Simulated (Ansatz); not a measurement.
## What Tl2PtC2 (built on the sites of a database entry of Na2PdC2) distorts into

Wanted: the energy along a soft mode of Tl2PtC2 (built on the sites of a database entry of Na2PdC2) and the structure at the end.

Calculated with Ansatz 0.2.0; DFT PBEsol, scalar-relativistic, plane waves, PAW.

The structure was built from a prototype and need not be the compound's stable phase.

## Step 1: Starting point

Symmetry: P-3m1, No. 164, trigonal system. The conventional cell has a = 4.907 Å, b = 4.907 Å, c = 5.210 Å, α = 90.00°, β = 90.00°, γ = 120.00°. Nearest to Tl lie 3 C at 2.98 Å and 3 Pt at 3.02 Å. Nearest to Pt lie 2 C at 1.97 Å and 6 Tl at 3.02 Å. C has 1 C at 1.27 Å and 1 Pt at 1.97 Å nearest. Farther neighbours are not listed.

## Step 2: Phonons on a q mesh

The cell comes from relaxations at this level that are not shown. Stability and thermal properties need the whole zone. Linear response on a 2×2×2 q mesh gives force constants as far as a supercell of that size would.

Input file input.yaml:

```yaml
crystal:
  lattice:
    - [4.9068469888, -3.3938e-06, 0.0]
    - [-2.4534205553, 4.2494558416, 0.0]
    - [0.0, 0.0, 5.2095241648]
  atoms:
    - { symbol: Tl, position: [0.3333333333, 0.6666666667, 0.7966088505] }
    - { symbol: Tl, position: [0.6666666667, 0.3333333333, 0.2033911495] }
    - { symbol: Pt, position: [0.0, 0.0, 0.0] }
    - { symbol: C, position: [0.0, 0.0, 0.6218403294] }
    - { symbol: C, position: [0.0, 0.0, 0.3781596706] }
kpoints:
  mp_grid: { grid: [10, 10, 6] }
hamiltonian:
  xc: pbesol
scf:
  occupations: { method: methfessel_paxton, width: 0.15 }
output:
  eigenvalues: true
phonons:
  method: dfpt
  qmesh: [2, 2, 2]
  temperatures: { t_max: 1000, t_step: 50 }
  qpath:
    path:
      - [[0.0, 0.0, 0.0], [0.5, 0.0, 0.0], [0.33333333, 0.33333333, 0.0], [0.0, 0.0, 0.0], [0.0, 0.0, 0.5], [0.5, 0.0, 0.5], [0.33333333, 0.33333333, 0.5], [0.0, 0.0, 0.5]]
      - [[0.5, 0.0, 0.5], [0.5, 0.0, 0.0]]
      - [[0.33333333, 0.33333333, 0.5], [0.33333333, 0.33333333, 0.0]]
    npoints: 10
```

Command:

```bash
ansatz run input.yaml --threads 8 --pin off --max-ram 14336MiB --backend cpu --events-out ev --progress --plain --runs-dir out
```

Numbers of over 12 decimals in the logs are rounded to 6 here.

Log:

```text
Warning: phonons: the dynamical matrix that this run interpolates holds no multipole term above the dipole-dipole one, and a site of this crystal is no centre of inversion, so its interpolated transverse optical and acoustic branches and sound speeds can stay off near Gamma, and the density of states and the thermodynamics with them. What a run solves at a wave vector of phonons.qpoints, Gamma apart, where the deck admits one, is free of this, and under fd what a larger phonons.supercell samples
Engine: ansatz 0.2.0, aarch64-unknown-linux-gnu
Pseudopotentials: kind: paw
Pseudopotential: Tl, paw, valence charge 13, recommended cutoff 420 eV (normal), Tl.paw.azcp
Pseudopotential: Pt, paw, valence charge 18, recommended cutoff 420 eV (normal), Pt.paw.azcp
Pseudopotential: C, paw, valence charge 4, recommended cutoff 420 eV (normal), C.paw.azcp
Functional definition: PBEsol
  exchange = pbesol_x
  correlation = pbesol_c
Crystal: 5 atoms, lattice volume = 108.626 Å³
Basis set: ecut = 420 eV, 2123 PW (Γ), exchange–correlation on 72×72×72 points (8 copies of the dense FFT grid, shifted against one another)
Bands: 32, of which v1, the nominal top of the filled ones, is band 26 counted from 1 (25 counted from 0)
Symmetry: 12 space group operations
k-points: 72 of 600
Non-local potential: Tl, projectors of the file, l = 0: 2, l = 1: 2, l = 2: 2, l = 3: 1
Non-local potential: Pt, projectors of the file, l = 0: 3, l = 1: 2, l = 2: 2, l = 3: 1
Non-local potential: C, projectors of the file, l = 0: 2, l = 1: 2, l = 2: 1
PAW form: soft (Blöchl's): semilocal exchange-correlation on the pseudo side does not see the compensation charge
PAW frozen core: Tl, regenerated for the run's functional, and the local potential with it (the file was generated under x = pbe(κ = 0.804, μ = 0.219515), c = pbe(β = 0.066725))
PAW frozen core: Pt, regenerated for the run's functional, and the local potential with it (the file was generated under x = pbe(κ = 0.804, μ = 0.219515), c = pbe(β = 0.066725))
PAW frozen core: C, regenerated for the run's functional, and the local potential with it (the file was generated under x = pbe(κ = 0.804, μ = 0.219515), c = pbe(β = 0.066725))
PAW one-centre angular grid: Tl, 590 points (default); XC on 64 Gauss nodes
PAW one-centre angular grid: Pt, 590 points (default); XC on 64 Gauss nodes
PAW one-centre angular grid: C, 110 points (default); XC on 64 Gauss nodes
Initial density: superposition of atomic densities (neutral atoms: chi_scale 0, normalization atom), corrected by the library's trained network
Initial wavefunctions: pseudopotential atomic-orbital guess
Functional: x = pbesol(κ = 0.804, μ = 0.123457), c = pbesol(β = 0.046)
SCF iter   1: F=—  HF=-35466.010153 eV  |F-HF|=—  |Δ(HF+E_count)|=         —  Δρ=4.17e-3  dr2=1.72e-2  ethr=1.77e-3  ⟨swp⟩=5.7  Hψ=9111  notcnv=0
preconditioner: auto → Resta (q_TF=auto, 2.413 Å⁻¹)  ε∞=5.6  [insulator: Δε(μ)=0.154 eV  Ē_g=11.014 eV  σ=0.150 eV  W_gap=0.57  n_scr=22 (ndim 8)  ℏωp=23.6 eV  f_vac=0.065  D(μ)=0.20/eV (n_scr^D=0)  ε∞_Penn≈5.6]
SCF iter   2: F=—  HF=-35466.008957 eV  |F-HF|=—  |Δ(HF+E_count)|=   1.20e-3  S|Δr|=    0.00e0  Δρ=1.89e-3  dr2=2.92e-3  ethr=3.31e-5  ⟨swp⟩=2.2  Hψ=4099  notcnv=0
SCF iter   3: F=—  HF=-35466.009281 eV  |F-HF|=—  |Δ(HF+E_count)|=   3.24e-4  S|Δr|=    0.00e0  Δρ=6.70e-4  dr2=9.45e-4  ethr=5.62e-6  ⟨swp⟩=3.0  Hψ=4134  notcnv=0
SCF iter   4: F=—  HF=-35466.009409 eV  |F-HF|=—  |Δ(HF+E_count)|=   1.28e-4  S|Δr|=    0.00e0  Δρ=3.49e-4  dr2=2.00e-4  ethr=1.82e-6  ⟨swp⟩=2.0  Hψ=3008  notcnv=0
SCF iter   5: F=—  HF=-35466.009502 eV  |F-HF|=—  |Δ(HF+E_count)|=   9.31e-5  S|Δr|=    0.00e0  Δρ=1.03e-4  dr2=2.04e-5  ethr=3.86e-7  ⟨swp⟩=2.0  Hψ=2984  notcnv=0
SCF iter   6: F=—  HF=-35466.009531 eV  |F-HF|=—  |Δ(HF+E_count)|=   2.85e-5  S|Δr|=    0.00e0  Δρ=2.84e-5  dr2=1.46e-6  ethr=3.91e-8  ⟨swp⟩=2.0  Hψ=3201  notcnv=0
SCF iter   7: F=—  HF=-35466.009535 eV  |F-HF|=—  |Δ(HF+E_count)|=   4.94e-6  S|Δr|=    0.00e0  Δρ=9.20e-6  dr2=9.46e-8  ethr=2.81e-9  ⟨swp⟩=2.0  Hψ=3737  notcnv=0
SCF iter   8: F=—  HF=-35466.009536 eV  |F-HF|=—  |Δ(HF+E_count)|=   1.04e-7  S|Δr|=    0.00e0  Δρ=1.81e-6  dr2=3.84e-9  ethr=1.82e-10  ⟨swp⟩=2.0  Hψ=3741  notcnv=0
SCF iter   9: F=—  HF=-35466.009536 eV  |F-HF|=—  |Δ(HF+E_count)|=   6.15e-9  S|Δr|=    0.00e0  Δρ=4.29e-7  dr2=2.05e-10  ethr=7.39e-12  ⟨swp⟩=2.0  Hψ=3730  notcnv=0
SCF iter  10: F=-35466.009536 eV  HF=-35466.009536 eV  |F-HF|=1.46e-11  |Δ(HF+E_count)|=  3.71e-10  S|Δr|=    0.00e0  Δρ=7.22e-8  dr2=6.47e-12  ethr=1.00e-12  ⟨swp⟩=8.5  Hψ=13352  notcnv=0
SCF 1 converged in 10 iterations: F = -35466.009536 eV  dr2 = 6.47e-12
  greatest PAW one-centre occupation: 1.000 electrons in one spin orbital (limit 2), on the Pt atom at site 2 (counted from 0), in its partial waves of l = 0
Initial density: read from a saved state, or passed on in memory by an earlier SCF of this step, an earlier step, the calling program or the single point that the run made first
iter 1 solved again at ethr=5.45e-8 eV; its pass at ethr=3.10e-3 eV (dr2=2.84e-5 eV) is discarded
SCF iter   1: F=—  HF=-35466.009536 eV  |F-HF|=—  |Δ(HF+E_count)|=         —  Δρ=4.95e-7  dr2=1.36e-10  ethr=5.45e-8  ⟨swp⟩=4.0  Hψ=15742  notcnv=0
eigensolver tolerance schedule: the retry pair's looser diagonalisation over-reported the residual by 209165.29 of it (diagonalisation noise at an unbounded share of the residual, at the tolerance the schedule requests for it); recorded, not acted on — ethr = c·dr2/N_el stays at c = 1.0e-1
preconditioner: auto → Resta (q_TF=auto, 2.413 Å⁻¹)  ε∞=5.6  [insulator: Δε(μ)=0.137 eV  Ē_g=11.034 eV  σ=0.150 eV  W_gap=0.54  n_scr=22 (ndim 8)  ℏωp=23.6 eV  f_vac=0.071  D(μ)=0.22/eV (n_scr^D=0)  ε∞_Penn≈5.6]
SCF iter   2: F=—  HF=-35466.009536 eV  |F-HF|=—  |Δ(HF+E_count)|=   6.93e-7  S|Δr|=    0.00e0  Δρ=2.65e-7  dr2=5.11e-11  ethr=1.00e-12  ⟨swp⟩=4.0  Hψ=7063  notcnv=0
SCF iter   3: F=—  HF=-35466.009536 eV  |F-HF|=—  |Δ(HF+E_count)|=  7.28e-12  S|Δr|=    0.00e0  Δρ=1.66e-7  dr2=1.61e-11  ethr=1.00e-12  ⟨swp⟩=1.0  Hψ=2304  notcnv=0
SCF iter   4: F=-35466.009536 eV  HF=-35466.009536 eV  |F-HF|=1.46e-11  |Δ(HF+E_count)|=    0.00e0  S|Δr|=    0.00e0  Δρ=8.34e-8  dr2=4.48e-12  ethr=1.00e-12  ⟨swp⟩=2.8  Hψ=5238  notcnv=0
SCF 2 converged in 4 iterations: F = -35466.009536 eV  dr2 = 4.48e-12
phonons: the bands overlap, so this run is a metal and interpolates without the dipole-dipole term. If the crystal is really an insulator or semiconductor, its LO-TO splitting is missing
NSCF: frozen V_eff on 72 k-points
NSCF: frozen V_eff on 304 k-points
DFPT response loops at q = (0, 0, 0) (fractional): preconditioner auto → Kerker (q_TF=auto, 2.413 Å⁻¹) (partly filled bands, converged f_vac=0.071); β = 1.00, the filter's whole step (`scf.mixing.beta` (0.50) is not read by the response loops under this deck's `scf.mixing.preconditioner`; to damp them name `kerker` or `kerker_dos`, under which they read `scf.mixing.beta`, and type it under 1.00, their step now; both keys bind the ground state too); Broyden in place of MSR1
NSCF: frozen V_eff on 608 k-points
DFPT response loops at q = (0, 0, -0.5) (fractional): mixed as the last ones told, above
NSCF: frozen V_eff on 608 k-points
DFPT response loops at q = (0, -0.5, 0) (fractional): mixed as the last ones told, above
NSCF: frozen V_eff on 608 k-points
DFPT response loops at q = (0, -0.5, -0.5) (fractional): mixed as the last ones told, above
SCF converged after 10 iterations
Stability not checked: this state was not tested for a lower state beside it, because cold or Methfessel-Paxton smearing, or corrected tetrahedra, fill the levels in a way that the test cannot read (fill_not_monotonic; see scf.lower_state_search)
Free energy (F): -35466.009536 eV
Harris-Foulkes:  -35466.009536 eV  (|F-HF|=1.46e-11)
Internal energy: -35466.010437 eV  (E = F + TS)
E sigma→0 (E₀):  -35466.009761 eV
Entropy (-TS):   0.000902 eV (0.180 meV/atom)
Fermi energy:    8.917419 eV
Step filling:    the computed levels leave a gap of 0.0027 eV = 0.0 smearing widths at the electron count; against every level under it full and every level over it empty, smearing changes F+E_penalty+E_count by -0.341 meV and its σ→0 estimate by -0.566 meV
--- Per-component energies (eV) ---
  E_band       = -390.579752
  E_kinetic    = 1478.142751
  E_local      = -5161.838534  (includes V_loc(G=0)·N_el)
  E_nonlocal   = 897.287707
  E_hartree    = 1974.071798
  E_xc         = -811.167953
  E_vxc        = -702.199009  (∫ρ·V_xc dr)
  E_paw        = -29540.480550  (= ΣΔE_a)
  E_vpaw       = -850.116579  (= ΣTr[D̂ρ^β])
  E_aug_tail   = 0.000282  (compensation charges beyond the density's cutoff)
  E_ewald      = -4302.431651
  E_core_change = 0.405712  (= ΣΔE_core)
  E_smearing   = 0.000902  (= −TS)
  E_closure    = -0.000000  (closes the sum)
  Σ components = -35466.009536   (vs F -35466.009536, Δ=0.00e0)
--- Band table (eV; the first three rows and the last of 72) ---
  k-point 0: bands = [... 22 lower, 5.9323, 5.9323, 6.2152, 8.2675, 11.5861, 12.0655, 12.0655, 13.0281, ... 2 higher]
  k-point 1: bands = [... 22 lower, 6.1671, 6.4737, 6.4737, 8.5947, 11.3908, 11.7896, 11.7896, 12.8310, ... 2 higher]
  k-point 2: bands = [... 22 lower, 6.4734, 7.5097, 7.5097, 9.1803, 10.8630, 10.8630, 11.1155, 12.8118, ... 2 higher]
  k-point 71: bands = [... 22 lower, 6.5423, 6.7729, 7.7469, 7.8402, 9.6077, 9.7447, 12.5368, 12.5547, ... 2 higher]
--- Phonons (Γ-DFPT): 6 representative perturbations + reference (Σ response iterations 20) ---
  ASR residual: 4.149e-5 → 0.000e0 eV/Å²; symmetrization residual: 4.882e-6 eV/Å²
  ASR residual per site (eV/Å²): 3.46e-5 3.46e-5 4.15e-5 1.12e-5 1.12e-5
  Γ frequencies (cm⁻¹): 0.00 0.00 0.00 11.46 46.14 66.34 66.34 86.45 86.45 244.01 244.01 385.94 385.94 575.39 1816.54
--- Phonons (arbitrary-q DFPT): 4 irreducible q on the 2×2×2 mesh ---
  q = [0.0000, 0.0000, 0.0000] (star 1, of the zone-centre solve; hermiticity 1.02e-7, symmetrization 3.07e-8): -0.00 -0.00 0.00 11.46 46.14 66.34 66.34 86.45 86.45 244.01 244.01 385.94 385.94 575.39 1816.54
  q = [0.0000, 0.0000, -0.5000] (star 1, 6 solved perturbations in 1128 linear systems a pass and spin channel, the states on 304 of 600 k-point pairs; hermiticity 1.57e-5, symmetrization 7.65e-6): 18.06 18.06 20.11 42.59 55.31 55.31 86.29 86.29 147.30 147.30 187.90 463.42 463.42 681.88 1809.30
  q = [0.0000, -0.5000, 0.0000] (star 3, 9 solved perturbations in 2340 linear systems a pass and spin channel, the states on 304 of 600 k-point pairs; hermiticity 1.16e-7, symmetrization 7.65e-8): -16.84 11.87 16.72 20.92 48.95 57.66 72.78 78.35 87.52 227.85 247.50 378.20 386.21 572.93 1810.62
  q = [0.0000, -0.5000, -0.5000] (star 3, 9 solved perturbations in 2340 linear systems a pass and spin channel, the states on 304 of 600 k-point pairs; hermiticity 8.50e-6, symmetrization 4.39e-6): 8.09 19.77 32.60 40.43 57.25 67.91 73.81 84.46 114.09 135.50 185.92 461.17 466.02 681.09 1805.86
  sum rule: each row above includes the acoustic sum rule's correction from the zone centre's row sums; it moved no ω² by more than (0.50 cm⁻¹)²
  mesh force constants: q→R imaginary residual 1.92e-18; ASR residual 4.149e-5 → 0.000e0 eV/Å²; symmetrization residual 2.132e-14 eV/Å²
  interpolated dispersion: 93 rows × 15 modes
  density of states and harmonic sums: on the 16×16×12 q-mesh, interpolated from the force constants of a 2×2×2 supercell (no non-analytic term)
  largest difference from the sums on the solved wave vectors: F 7.54e-2 eV, S 7.67e-5 and C_V 1.83e-5 eV/K
  zero-point energy: 0.258041 eV/cell   skipped modes (ω ≤ 0): 226, of them read as no rigid motion or as one in doubt: 223 (7.633e-1 modes/cell left out, lowest -19.32 cm⁻¹)   left out of the sums: 5.10e-2 of the cell's modes: C_V's classical limit lies that fraction below 3 k_B per atom; for a crystal, a wire or a layer, F and S can be off by more, and a phonons.interpolated_qmesh denser along its periods is the remedy for the sampling
```

It took 5 min on 8 threads of Arm Neoverse V2, shared host; peak memory 2.6 GiB.

In the SCF lines HF is the Harris–Foulkes energy and dr2 the Hartree energy of the density residual, in eV; the loop may stop once dr2 is under the threshold and the program's other checks hold. Hψ counts applications of the Hamiltonian.

This step gave:

```
volume per atom                                         : 21.73 Å³
gap on the k-mesh                                       : 0 eV
sum-rule residual before enforcement                    : 4.15e-5 eV/Å²
lowest frequency on the path                            : -19.45 cm⁻¹
point group                                             : -3m
highest frequency on the path or at a solved wavevector : 1817 cm⁻¹
highest optical mode at the zone centre (no LO-TO term) : 1817 cm⁻¹
lowest optical zone-centre mode                         : 11.46 cm⁻¹
lowest mode on the q mesh (acoustic modes at Γ apart)   : -16.84 cm⁻¹
```

Frequencies (cm⁻¹) solved at each irreducible wavevector; negative means imaginary. Frequencies by wavevector, by row:

```tsv
q in reciprocal lattice units	star	mode 1	mode 2	mode 3	mode 4	mode 13	mode 14	mode 15
0 0 0	1	0	0	0	11.5	385.9	575.4	1816
0 0 -0.5	1	18.1	18.1	20.1	42.6	463.4	681.9	1809
0 -0.5 0	3	-16.8	11.9	16.7	20.9	386.2	572.9	1811
0 -0.5 -0.5	3	8.1	19.8	32.6	40.4	466	681.1	1806
```

Interpolated from a 2×2×2 q mesh. The phonon branches at the labelled points (cm⁻¹):

```tsv
point	branch 1	branch 2	branch 3	branch 4	branch 12	branch 13	branch 14	branch 15
Γ	0	0	0	12	386	386	575	1816
halfway	-10	6	10	35	382	386	574	1814
M	-17	12	17	21	378	386	573	1811
halfway	-17	-7	19	32	379	385	573	1810
K	-16	8	8	46	382	382	572	1810
halfway	-17	4	22	34	382	386	574	1813
Γ	0	0	0	12	386	386	575	1816
halfway	4	4	14	44	432	432	628	1813
A	18	18	20	43	463	463	682	1809
halfway	5	24	28	48	462	465	682	1808
L	8	20	33	40	461	466	681	1806
halfway	5	18	36	42	462	465	681	1806
H	11	11	42	42	464	464	681	1805
halfway	-6	26	27	50	462	465	681	1807
A	18	18	20	43	463	463	682	1809
jump to L	8	20	33	40	461	466	681	1806
halfway	10	13	20	49	427	434	626	1808
M	-17	12	17	21	378	386	573	1811
jump to H	11	11	42	42	464	464	681	1805
halfway	7	7	42	42	431	431	626	1808
K	-16	8	8	46	382	382	572	1810
```

Symmetry leaves 4 wavevectors to solve. The lowest mode among them, the acoustic zeros apart, lies at q = (0, -0.5, 0) and is imaginary, 16.8i cm⁻¹, so the energy falls along it.

## Step 3: The mode frozen in, largest atomic shift 0 Å

The mode followed lies at q = (0, -0.5, 0) with frequency 16.8i cm⁻¹, the softest among the wavevectors solved. At small amplitude the distorted cell has space group no. 11 by a symmetry search on the positions. The undistorted cell that holds it gives the zero of energy on the same k mesh.

System of this step: Tl2PtC2 (built on the sites of a database entry of Na2PdC2). Symmetry: P-3m1, No. 164, trigonal system. The conventional cell has a = 4.907 Å, b = 4.907 Å, c = 5.210 Å, α = 90.00°, β = 90.00°, γ = 120.00°. Nearest to Tl lie 3 C at 2.98 Å and 3 Pt at 3.02 Å. Pt has 2 C at 1.97 Å and 6 Tl at 3.02 Å nearest. Nearest to C lie 1 C at 1.27 Å and 1 Pt at 1.97 Å. Farther neighbours are not listed.

Input file input.yaml:

```yaml
crystal:
  lattice:
    - [-4.9068469888, 3.3938e-06, 0.0]
    - [0.0, 0.0, -5.2095241648]
    - [-5.8782e-06, -8.4989082895, 0.0]
  atoms:
    - { symbol: Tl, position: [0.5, 0.2033911495, 0.1666666667] }
    - { symbol: Tl, position: [0.0, 0.2033911495, 0.6666666667] }
    - { symbol: Tl, position: [1.0, 0.7966088505, 0.3333333333] }
    - { symbol: Tl, position: [0.5, 0.7966088505, 0.8333333333] }
    - { symbol: Pt, position: [0.0, 1.0, 0.0] }
    - { symbol: Pt, position: [0.5, 1.0, 0.5] }
    - { symbol: C, position: [0.5, 0.3781596706, 0.5] }
    - { symbol: C, position: [1.0, 0.3781596706, 1.0] }
    - { symbol: C, position: [0.0, 0.6218403294, 0.0] }
    - { symbol: C, position: [0.5, 0.6218403294, 0.5] }
kpoints:
  mp_grid: { grid: [6, 6, 4] }
hamiltonian:
  xc: pbesol
scf:
  occupations: { method: methfessel_paxton, width: 0.15 }
output:
  forces: true
  stress: true
  eigenvalues: true
```

Log:

```text
[...]
Crystal: 10 atoms, lattice volume = 217.252 Å³
Basis set: ecut = 420 eV, 4265 PW (Γ), exchange–correlation on 72×72×120 points (8 copies of the dense FFT grid, shifted against one another)
Bands: 63, of which v1, the nominal top of the filled ones, is band 52 counted from 1 (51 counted from 0)
Symmetry: 8 space group operations
[...]
k-points: 56 of 144
[...]
k-point 0: bands = [... 48 lower, 6.3621, 6.6340, 7.8386, 8.2674, 10.5698, 10.7903, 11.5861, 12.0651, ... 6 higher]
  k-point 1: bands = [... 48 lower, 6.7186, 7.1087, 7.8939, 8.4222, 10.4518, 10.7110, 10.7220, 11.6637, ... 6 higher]
  k-point 2: bands = [... 48 lower, 7.1881, 7.1881, 8.3534, 8.3534, 10.0681, 10.0681, 11.1052, 11.1052, ... 6 higher]
  k-point 55: bands = [... 48 lower, 8.1458, 8.1458, 8.5537, 8.5537, 8.5755, 8.5755, 9.1834, 9.1834, ... 6 higher]
[key lines of the parts left out:]
SCF converged after 8 iterations
Free energy (F): -70932.021910 eV
Fermi energy:    8.816326 eV
P = ⅓ Tr σ = 0.0023 GPa (0.023 kbar)
```

The job ended after 5 s (8 threads; peak memory 1.2 GiB; 38 s of CPU time).

This step gave:

```yaml
pressure: 0.002293 GPa
energy_from_the_undistorted_cell: 0 meV/atom
```

The run ends at a pressure of 0.00 GPa, with forces up to 0.023 eV/Å.

## Step 4: The mode frozen in, largest atomic shift 0.6 Å

The atoms are moved along the unstable eigenvector, the largest shift by 0.6 Å, with the cell fixed.

Input file input.yaml:

```yaml
crystal:
  lattice:
    - [-4.9068469888, 3.3938e-06, 0.0]
    - [0.0, 0.0, -5.2095241648]
    - [-5.8782e-06, -8.4989082895, 0.0]
  atoms:
    - { symbol: Tl, position: [0.5, 0.1861622471, 0.1677849493] }
    - { symbol: Tl, position: [0.0, 0.2206200519, 0.6655483841] }
    - { symbol: Tl, position: [1.0, 0.8138377529, 0.3322150507] }
    - { symbol: Tl, position: [0.5, 0.7793799481, 0.8344516159] }
    - { symbol: Pt, position: [0.0, 1.1145036407, 0.0076039593] }
    - { symbol: Pt, position: [0.5, 0.8854963593, 0.4923960407] }
    - { symbol: C, position: [0.5, 0.2649023867, 0.4914860153] }
    - { symbol: C, position: [1.0, 0.4914169545, 1.0085139847] }
    - { symbol: C, position: [0.0, 0.7350976133, 0.0085139847] }
    - { symbol: C, position: [0.5, 0.5085830455, 0.4914860153] }
kpoints:
  mp_grid: { grid: [6, 6, 4] }
hamiltonian:
  xc: pbesol
scf:
  occupations: { method: methfessel_paxton, width: 0.15 }
output:
  forces: true
  stress: true
  eigenvalues: true
```

Log:

```text
[...]
Crystal: 10 atoms, lattice volume = 217.252 Å³
Basis set: ecut = 420 eV, 4265 PW (Γ), exchange–correlation on 72×72×120 points (8 copies of the dense FFT grid, shifted against one another)
Bands: 63, of which v1, the nominal top of the filled ones, is band 52 counted from 1 (51 counted from 0)
Symmetry: 4 space group operations
[...]
k-points: 56 of 144
[...]
k-point 0: bands = [... 48 lower, 6.6624, 6.9492, 8.1466, 8.5519, 10.6814, 10.7772, 11.3020, 11.6933, ... 7 higher]
  k-point 1: bands = [... 48 lower, 6.5108, 7.1014, 8.2264, 8.6815, 10.5411, 10.7595, 10.8938, 11.5437, ... 7 higher]
  k-point 2: bands = [... 48 lower, 6.6820, 6.9578, 8.4511, 8.7384, 10.3597, 10.5432, 10.9423, 11.1573, ... 7 higher]
  k-point 55: bands = [... 48 lower, 7.9520, 7.9520, 8.1902, 8.1902, 9.0944, 9.0944, 9.4093, 9.4093, ... 7 higher]
[key lines of the parts left out:]
SCF converged after 8 iterations
Free energy (F): -70932.053485 eV
Fermi energy:    8.802653 eV
P = ⅓ Tr σ = 0.0475 GPa (0.475 kbar)
```

Wall time 5.9 s (8 threads); peak memory 1.2 GiB; 44 s of CPU time.

Numbers from this step:

```
pressure                         : 0.04747 GPa
energy from the undistorted cell : -3.121 meV/atom
```

The energy, extrapolated to zero smearing, is -3.12 meV/atom against the undistorted cell.

The run ends at a pressure of 0.05 GPa, with forces up to 0.10 eV/Å.

[end of part 1 of 2]

[Logs are printed without paths, hosts, clocks, repeated set-up lines and the standing remarks that a program may print on its own settings, such as how far it seeks lower states.]

[Hosts, paths, dates, database ids (printed as entryN), source tags and the programs' standing remarks are cut or masked in the printed files.]
